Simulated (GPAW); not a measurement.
SnO2 (Cassiterite, P4_2/mnm), O K edge of atom 3, with 3 Sn at 2.05 Å (distorted trigonal planar, site symmetry m2m). Method: GPAW, PBE, full core hole (charged cell), 12-atom cell with 5.7 Å between holes, 4×4×4 k points, dipole transitions, Gaussian full width 0.9 eV up to 4 eV, rising linearly to 3.5 eV at 25 eV.

```
Sn O
1.0
     4.73800    0.00000    0.00000
     0.00000    4.73800    0.00000
     0.00000    0.00000    3.18650
Sn O
2 4
Direct
  0.50000 0.50000 0.50000
  0.00000 0.00000 0.00000
  0.80710 0.19290 0.50000
  0.69290 0.69290 0.00000
  0.19290 0.80710 0.50000
  0.30710 0.30710 0.00000
```

Energy from the lowest empty level; a common scale on which the isotropic spectrum has a mean of 1 over the first 20 eV.

```
E (eV)  curve 1  curve 2
  -2.0     0.00     0.00
  -1.4     0.00     0.00
  -0.8     0.00     0.00
  -0.2     0.00     0.00
   0.4     0.01     0.01
   1.0     0.08     0.11
   1.6     0.14     0.17
   2.2     0.35     0.54
   2.8     0.97     1.33
   3.4     1.17     1.92
   4.0     1.64     3.93
   4.6     1.13     3.24
   5.2     0.87     1.88
   5.8     0.64     0.81
   6.4     0.74     0.78
   7.0     1.03     1.47
   7.6     1.35     1.83
   8.2     1.53     1.91
   8.8     2.08     2.33
   9.4     2.89     2.35
  10.0     3.05     1.66
  10.6     2.60     1.11
  11.2     2.01     0.98
  11.8     1.33     0.85
  12.4     0.75     0.62
  13.0     0.45     0.43
  13.6     0.37     0.32
  14.2     0.35     0.24
  14.8     0.33     0.21
  15.4     0.34     0.25
  16.0     0.37     0.34
  16.6     0.43     0.44
  17.2     0.52     0.50
  17.8     0.62     0.53
  18.4     0.70     0.54
  19.0     0.74     0.55
  19.6     0.73     0.56
  20.2     0.71     0.57
  20.8     0.69     0.58
  21.4     0.71     0.61
  22.0     0.75     0.67
  22.6     0.78     0.75
  23.2     0.80     0.87
  23.8     0.79     1.03
  24.4     0.79     1.20
  25.0     0.80     1.36
  25.6     0.83     1.49
  26.2     0.87     1.54
  26.8     0.88     1.51
  27.4     0.89     1.40
  28.0     0.88     1.27
  28.6     0.90     1.14
  29.2     0.95     1.08
  29.8     1.04     1.10
  30.4     1.17     1.18
  31.0     1.30     1.28
  31.6     1.41     1.35
```

**Question.** The curves are for the electric vector along different Cartesian axes of the cell as given, averaged over the symmetry-equivalent atoms. Which is which?

Curve 1: along x (⊥ c) (the other in-plane axis gives the same curve within 3 %), main maxima 4.0 eV (1.64) and 9.8 eV (3.10). Curve 2: along z (c), main maxima 4.1 eV (4.02) and 9.1 eV (2.45). A K edge sees empty p states on the absorber. Each direction probes the empty orbitals that point along it. The holes are only 5.7 Å apart, so the shape is probably not converged with cell size; no larger cell was run here. The mesh is coarse (0.34 Å⁻¹ between points), so small maxima may be mesh ripples.

[Banner, clock and machine lines of the logs are left out without a mark of their own.]

[Logs are printed without paths, hosts, clocks, repeated set-up lines and the standing remarks that a program may print on its own settings, such as how far it seeks lower states.]

[Hosts, paths, dates, database ids (printed as entryN), source tags and the programs' standing remarks are cut or masked in the printed files.]

[Lists of maxima count a maximum above −3 eV only where it reaches 4 % of the highest in the window and stands out from its surroundings by 2 % of it (1.5 % where it reaches 55 %); shoulders and weaker maxima are passed over, and of the rest the first, up to two pre-edge ones and the few strongest are named.]
